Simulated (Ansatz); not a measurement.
# ThSb (Fm-3m): phonons and vibrational spectra, part 2 of 2

How does ThSb (Fm-3m) vibrate, and is this structure a minimum?

Ansatz 0.2.0; DFT PBEsol, scalar-relativistic, plane waves, PAW.

So far. Step 3 (Tight relaxation): The forces vanish by symmetry. The volume is held at 31.52 Å³/atom, so a pressure of -0.98 GPa remains at this level. Step 4 (Modes at Γ): Before it was imposed, the acoustic sum rule was missed by 1.1e-5 eV/Å². Small misses are needed for a sound result but don't prove that mesh and cutoff are converged. The lowest optical mode is real, 159 cm⁻¹.

### 5. The dispersion

Stability and thermal properties need the whole zone. Linear response on a 4×4×4 q mesh gives force constants as far as a supercell of that size would.

File input.yaml:

```yaml
crystal:
  lattice:
    - [0.0, 3.159, 3.159]
    - [3.159, 0.0, 3.159]
    - [3.159, 3.159, 0.0]
  atoms:
    - { symbol: Th, position: [0.0, 0.0, 0.0] }
    - { symbol: Sb, position: [0.5, 0.5, 0.5] }
kpoints:
  mp_grid: { grid: [12, 12, 12] }
hamiltonian:
  xc: pbesol
scf:
  occupations: { method: methfessel_paxton, width: 0.2 }
output:
  eigenvalues: true
phonons:
  method: dfpt
  qmesh: [4, 4, 4]
  temperatures: { t_max: 400, t_step: 50 }
  qpath:
    path:
      - [[0.0, 0.0, 0.0], [0.5, 0.0, 0.5], [0.625, 0.25, 0.625]]
      - [[0.375, 0.375, 0.75], [0.0, 0.0, 0.0], [0.5, 0.5, 0.5], [0.5, 0.25, 0.75], [0.5, 0.0, 0.5]]
    npoints: 10
```

Launch:

```bash
ansatz run input.yaml --threads 8 --pin off --max-ram 16384MiB --backend cpu --events-out ev --progress --plain --runs-dir out
```

Numbers of over 12 decimals in the logs are rounded to 6 here.

The program printed:

```text
[...]
Crystal: 2 atoms, lattice volume = 63.049 Å³
Basis set: ecut = 420 eV, 1243 PW (Γ), exchange–correlation on 60×60×60 points (8 copies of the dense FFT grid, shifted against one another)
Bands: 18, of which v1, the nominal top of the filled ones, is band 14 counted from 1 (13 counted from 0)
Symmetry: 48 space group operations
k-points: 72 of 1728
[...]
SCF iter   1: F=—  HF=-19466.013547 eV  |F-HF|=—  |Δ(HF+E_count)|=         —  Δρ=1.94e-3  dr2=1.34e-3  ethr=1.77e-3  ⟨swp⟩=5.1  Hψ=12232  notcnv=0
[...]
SCF iter   9: F=-19466.011600 eV  HF=-19466.011600 eV  |F-HF|=0.00e0  |Δ(HF+E_count)|=  2.18e-11  S|Δr|=    0.00e0  Δρ=7.93e-8  dr2=1.96e-12  ethr=1.00e-12  ⟨swp⟩=9.9  Hψ=7596  notcnv=0
SCF 1 converged in 9 iterations: F = -19466.011600 eV  dr2 = 1.96e-12
[...]
phonons: the bands overlap, so this run is a metal and interpolates without the dipole-dipole term. If the crystal is really an insulator or semiconductor, its LO-TO splitting is missing
NSCF: frozen V_eff on 72 k-points
[...]
DFPT response loops at q = (0, 0, 0) (fractional): preconditioner auto → Kerker (q_TF=auto, 2.369 Å⁻¹) (partly filled bands, converged f_vac=0.000); β = 1.00, the filter's whole step (`scf.mixing.beta` (0.50) is not read by the response loops under this deck's `scf.mixing.preconditioner`; to damp them name `kerker` or `kerker_dos`, under which they read `scf.mixing.beta`, and type it under 1.00, their step now; both keys bind the ground state too); Broyden in place of MSR1
[...]
SCF converged after 9 iterations
[...]
Free energy (F): -19466.011600 eV
[...]
Internal energy: -19466.014116 eV  (E = F + TS)
E sigma→0 (E₀):  -19466.012229 eV
Entropy (-TS):   0.002517 eV (1.258 meV/atom)
Fermi energy:    12.842376 eV
[...]
--- Band table (eV; the first three rows and the last of 72) ---
  k-point 0: bands = [... 10 lower, 11.6830, 11.6830, 11.6830, 12.8362, 12.8362, 12.8362, 13.7679, 13.7729, ... 4 higher]
  k-point 1: bands = [... 10 lower, 11.2703, 11.4478, 11.4478, 12.8316, 12.9280, 12.9280, 13.9318, 13.9318, ... 4 higher]
  k-point 2: bands = [... 10 lower, 10.4285, 10.9754, 10.9754, 12.8166, 13.1487, 13.1487, 14.2001, 14.2001, ... 4 higher]
  k-point 71: bands = [... 10 lower, 9.5557, 10.4104, 10.4104, 13.3604, 13.3604, 14.3214, 14.3214, 14.4631, ... 4 higher]
--- Phonons (Γ-DFPT): 2 representative perturbations + reference (Σ response iterations 6) ---
  ASR residual: 2.404e-5 → 0.000e0 eV/Å²; symmetrization residual: 4.590e-6 eV/Å²
  ASR residual per site (eV/Å²): 2.16e-5 2.40e-5
  Γ frequencies (cm⁻¹): 0.00 0.00 0.00 159.08 159.08 159.08
--- Phonons (arbitrary-q DFPT): 8 irreducible q on the 4×4×4 mesh ---
  q = [0.0000, 0.0000, 0.0000] (star 1, of the zone-centre solve; hermiticity 1.24e-6, symmetrization 2.13e-12): -0.00 -0.00 -0.00 159.08 159.08 159.08
  q = [0.0000, 0.0000, 0.2500] (star 8, 2 solved perturbations on 936 of 1728 k-point pairs; hermiticity 7.33e-6, symmetrization 8.92e-13): 56.93 56.93 67.07 147.62 148.37 148.37
[...]
q = [0.0000, 0.2500, 0.2500] (star 6, 4 solved perturbations in 1608 linear systems a pass and spin channel, the states on 510 of 1728 k-point pairs; hermiticity 1.15e-5, symmetrization 7.41e-13): 29.01 29.01 85.26 134.94 154.89 154.89
[...]
sum rule: each row above includes the acoustic sum rule's correction from the zone centre's row sums; it moved no ω² by more than (0.23 cm⁻¹)²
  mesh force constants: q→R imaginary residual 6.13e-18; ASR residual 2.404e-5 → 0.000e0 eV/Å²; symmetrization residual 6.217e-15 eV/Å²
  interpolated dispersion: 62 rows × 6 modes
  density of states and harmonic sums: on the 20×20×20 q-mesh, interpolated from the force constants of a 4×4×4 supercell (no non-analytic term)
  largest difference from the sums on the solved wave vectors: F 4.03e-3 eV, S 1.41e-5 and C_V 4.01e-6 eV/K
  zero-point energy: 0.038561 eV/cell   skipped modes (ω ≤ 0): 3   left out of the sums: 6.25e-5 of the cell's modes: C_V's classical limit lies that fraction below 3 k_B per atom; for a crystal, a wire or a layer, F and S can be off by more, and a phonons.interpolated_qmesh denser along its periods is the remedy for the sampling
```

The job ended after 4.9 min (8 threads of Arm Neoverse V1, shared host; peak memory 5.6 GiB).

This step gave:

```
sum-rule residual before enforcement                       : 2.40e-5 eV/Å²
lowest frequency on the path                               : 0 cm⁻¹
highest frequency on the path or at a solved wavevector    : 159.1 cm⁻¹
mean frequency                                             : 103.7 cm⁻¹
Debye temperature (second moment)                          : 209 K
logarithmic mean frequency                                 : 92.9 cm⁻¹
lowest mode on the q mesh (acoustic modes at Γ apart)      : 29.01 cm⁻¹
zero-point energy per atom                                 : 19.28 meV
heat capacity at 300 K                                     : 24.35 J/(mol atoms K)
vibrational entropy at 300 K                               : 45.40 J/(mol atoms K)
edges of the widest gap between branches, on path and mesh : 89.5, 130.9 cm⁻¹
```

Frequencies (cm⁻¹) solved at each irreducible wavevector; negative means imaginary. Frequencies by wavevector, by row:

| q in reciprocal lattice units | star | mode 1 | mode 2 | mode 3 | mode 4 | mode 5 | mode 6 |
| --- | --- | --- | --- | --- | --- | --- | --- |
| 0 0 0 | 1 | 0 | 0 | 0 | 159.1 | 159.1 | 159.1 |
| 0 0 0.25 | 8 | 56.9 | 56.9 | 67.1 | 147.6 | 148.4 | 148.4 |
| 0 0 -0.5 | 4 | 85.4 | 85.4 | 89.5 | 130.9 | 130.9 | 138.6 |
| 0 0.25 0.25 | 6 | 29 | 29 | 85.3 | 134.9 | 154.9 | 154.9 |
| 0 0.25 -0.5 | 24 | 61.8 | 65.8 | 68.8 | 144.4 | 144.4 | 145.6 |
| 0 0.25 -0.25 | 12 | 36.2 | 84.2 | 88.3 | 133.1 | 136.5 | 151.4 |
| 0 -0.5 -0.5 | 3 | 41.7 | 44.5 | 44.5 | 150.7 | 151.9 | 151.9 |
| 0.25 -0.5 -0.25 | 6 | 43.9 | 43.9 | 85.5 | 134.2 | 150.5 | 150.5 |

Interpolated from a 4×4×4 q mesh. Phonon branches along the path, in cm⁻¹:

| point | branch 1 | branch 2 | branch 3 | branch 4 | branch 5 | branch 6 |
| --- | --- | --- | --- | --- | --- | --- |
| Γ | 0 | 0 | 0 | 159 | 159 | 159 |
| halfway | 29 | 29 | 85 | 135 | 155 | 155 |
| X | 42 | 44 | 44 | 151 | 152 | 152 |
| halfway | 40 | 52 | 53 | 150 | 150 | 151 |
| U | 38 | 67 | 70 | 144 | 145 | 150 |
| jump to K | 38 | 67 | 70 | 144 | 145 | 150 |
| halfway | 31 | 74 | 82 | 140 | 140 | 154 |
| Γ | 0 | 0 | 0 | 159 | 159 | 159 |
| halfway | 57 | 57 | 67 | 148 | 148 | 148 |
| L | 85 | 85 | 90 | 131 | 131 | 139 |
| halfway | 64 | 64 | 88 | 134 | 144 | 145 |
| W | 44 | 44 | 86 | 134 | 150 | 150 |
| halfway | 40 | 48 | 66 | 144 | 151 | 152 |
| X | 42 | 44 | 44 | 151 | 152 | 152 |

The phonon branches as a text plot (rows in cm⁻¹):

```
    156 |***********            ***********
    149 |   *     **************  **       **          **********
    143 |        *       ***    **           ***   ****      *
    136 |    ****          *****               **************
    129 |                                       ****
    123 |
    116 |
    109 |
    103 |
     96 |
     89 |                    ***               **********
     83 |    ****           *****             ******     ***
     76 |                  *    *            **     *       *
     70 |   *    *       **      *          *        *       *
     63 |               **       *           *        *       *
     56 |         **   **         **       **          *
     50 |  *           *          **       *            *   ****
     43 |         ******            *     *              ********
     36 |       **      ********    *     *
     30 |      *                *        *
     23 | *  **                  *** *   *
     17 |   *                       **  *
     10 |  *                         *  *
      3 |**                           **
         Γ           X  U|K            Γ         L        W     X
```

Tetrahedra on a 20×20×20 mesh, mean over bins of 2 cm-1. Interpolated from a 4×4×4 q mesh. Phonon density of states against wavenumber; read off at these points:

```
wavenumber (cm⁻¹)  phonon density of states (1/cm⁻¹/cell)
              1.0                                       0
              5.0                                  9.0e-5
              9.0                                  6.1e-4
             13.0                                 0.00155
             19.0                                 0.00384
             23.0                                 0.00571
             27.0                                 0.00783
             31.0                                  0.0111
             35.0                                  0.0159
             39.0                                  0.0355
             43.0                                  0.0572
             45.0                                  0.0630
             47.0                                  0.0619
             53.0                                  0.0468
             57.0                                  0.0439
             61.0                                  0.0432
             65.0                                  0.0435
             69.0                                  0.0451
             73.0                                  0.0481
             77.0                                  0.0539
             83.0                                  0.0827
             85.0                                   0.103
             87.0                                  0.0946
             91.0                                       0
             95.0                                       0
             99.0                                       0
            103.0                                       0
            107.0                                       0
            113.0                                       0
            117.0                                       0
            121.0                                       0
            125.0                                       0
            129.0                                       0
            133.0                                  0.0479
            135.0                                   0.154
            137.0                                   0.126
            141.0                                   0.113
            147.0                                   0.135
            151.0                                   0.221
            155.0                                  0.0471
            159.0                                 0.00618
```

The partial phonon density of states has structure finer than the step of the table below, so its rows give means over 5 cm⁻¹, whole bins alone (the curve runs from -10 to 174 cm⁻¹). Peaks (cm⁻¹: height): Sb 46.7: 0.0198, 136.9: 0.115, 149.6: 0.124; Th 47.8: 0.0436, 84.8: 0.0847, 149.6: 0.0530.

Phonopy on the run's constants, 15x15x15 mesh, Gaussian sigma 2.0 cm-1. Interpolated from a 4×4×4 q mesh. Partial phonon density of states against wavenumber; means over each step; values in 1/cm⁻¹/cell:

```
wavenumber (cm⁻¹)       Sb       Th
               -5   8.1e-6   1.3e-5
                0   4.9e-5   9.0e-5
                5   1.0e-4   1.9e-4
               10   3.2e-4   6.1e-4
               15   7.8e-4  0.00149
               20  0.00166  0.00323
               25  0.00240  0.00466
               30  0.00343  0.00676
               35  0.00645   0.0130
               40   0.0142   0.0296
               45   0.0181   0.0392
               50   0.0159   0.0365
               55   0.0133   0.0339
               60   0.0105   0.0299
               65   0.0106   0.0358
               70  0.00826   0.0337
               75  0.00812   0.0454
               80  0.00561   0.0571
               85  0.00317   0.0789
               90   5.1e-4   0.0257
               95   6.0e-6   4.1e-4
              100        0        0
              105        0        0
              110        0        0
              115        0        0
              120        0        0
              125   1.6e-4   2.2e-6
              130   0.0176   5.1e-4
              135   0.0965  0.00529
              140    0.101   0.0147
              145   0.0970   0.0296
              150    0.112   0.0484
              155   0.0454   0.0219
              160  0.00630  0.00320
              165   9.3e-5   4.7e-5
              170        0        0
```

Second derivatives of the energy by pair, one row for each kind of neighbour of each atom listed. Each entry sums the pair over the periodic images of the supercell that the q mesh stands for, and in a polar crystal it holds the long-range dipole part too. Force constants by pair, by row:

```csv
atom,neighbour,distance (Å),third of the trace (eV/Å²),along the pair's line (eV/Å²)
Th1,itself,0,6.944,–
Th1,Sb,3.159,-1.122,-3.184
Th1,Th,4.468,0.0042,-0.05
Th1,Sb,5.472,-0.0485,-0.1152
Th1,Th,6.318,0.0826,0.261
Th1,Sb,7.064,-0.015,-0.0515
Sb2,itself,0,7.643,–
Sb2,Th,3.159,-1.122,-3.184
Sb2,Sb,4.468,0.0137,-0.0436
Sb2,Th,5.472,-0.0485,-0.1152
Sb2,Sb,6.318,-0.0605,-0.2314
Sb2,Th,7.064,-0.015,-0.0515
```

Harmonic thermodynamic functions per atom, from the density of states. Interpolated from a 4×4×4 q mesh. Thermodynamic functions, by row:

```
T (K)  F_vib (meV/atom)  S (J/mol-atom/K)  C_V (J/mol-atom/K)
    0             19.28                 0                   0
   50             17.76             8.395               12.97
  100             10.23             20.18                20.4
  200            -19.44             35.66               23.65
  300            -61.76              45.4               24.35
  400            -112.6             52.45               24.61
```

Harmonic mean-square displacement, third of the trace. Interpolated from a 4×4×4 q mesh. Mean square displacements, by row:

```csv
T (K),Th1 U_eq (Å²),Sb2 U_eq (Å²)
0,0.00109,0.00136
100,0.00307,0.00309
300,0.00875,0.00843
600,0.01742,0.01669
```

Symmetry leaves 8 wavevectors to solve. The lowest mode among them, the acoustic zeros apart, lies at q = (0, 0.25, 0.25) and is real, 29.0 cm⁻¹.

### 6. Summary of results

* space group (within 0.01 Å): Fm-3m
* volume per atom: 31.5 Å³
* electronic character: no gap on this mesh
* highest optical mode at the zone centre (no LO-TO term): 159 cm⁻¹
* lowest optical zone-centre mode: 159 cm⁻¹
* lowest mode on the q mesh (acoustic modes at Γ apart): 29.0 cm⁻¹
* highest frequency on the path or at a solved wavevector: 159 cm⁻¹
* zero-point energy per atom: 19.3 meV
* heat capacity at 300 K: 24.4 J/(mol atoms K)
* vibrational entropy at 300 K: 45.4 J/(mol atoms K)
* Debye temperature (second moment): 209 K
* imaginary modes on the 4×4×4 q mesh: none

What this shows: The structure is a minimum as far as tested: no mode is imaginary at the 8 irreducible wavevectors of the 4×4×4 mesh, and the softest away from the acoustic zeros lies at 29 cm⁻¹. The optical modes at Γ form one degenerate level at 159 cm⁻¹. The highest mode in this list at Γ, 159.1 cm⁻¹, has its largest share on Sb (66 % of the kinetic energy). On the path and the mesh, the widest gap between branches runs from 90 to 131 cm⁻¹. The volume was held at that of the database entry and not relaxed, so the modes belong to a cell under -0.98 GPa at this level. With no gap, or one that is small against the smearing, the frequencies hang on the k mesh and the smearing, most of all near Kohn anomalies. The phonon runs are without spin polarisation, although the cell has an odd electron count. Spin-orbit coupling is left out, which can matter for the heavy elements here. These are harmonic frequencies at zero temperature: anharmonic shifts, linewidths and thermal expansion are left out.

[Logs are printed without paths, hosts, clocks, repeated set-up lines and the standing remarks that a program may print on its own settings, such as how far it seeks lower states.]

[Hosts, paths, dates, database ids (printed as entryN), source tags and the programs' standing remarks are cut or masked in the printed files.]
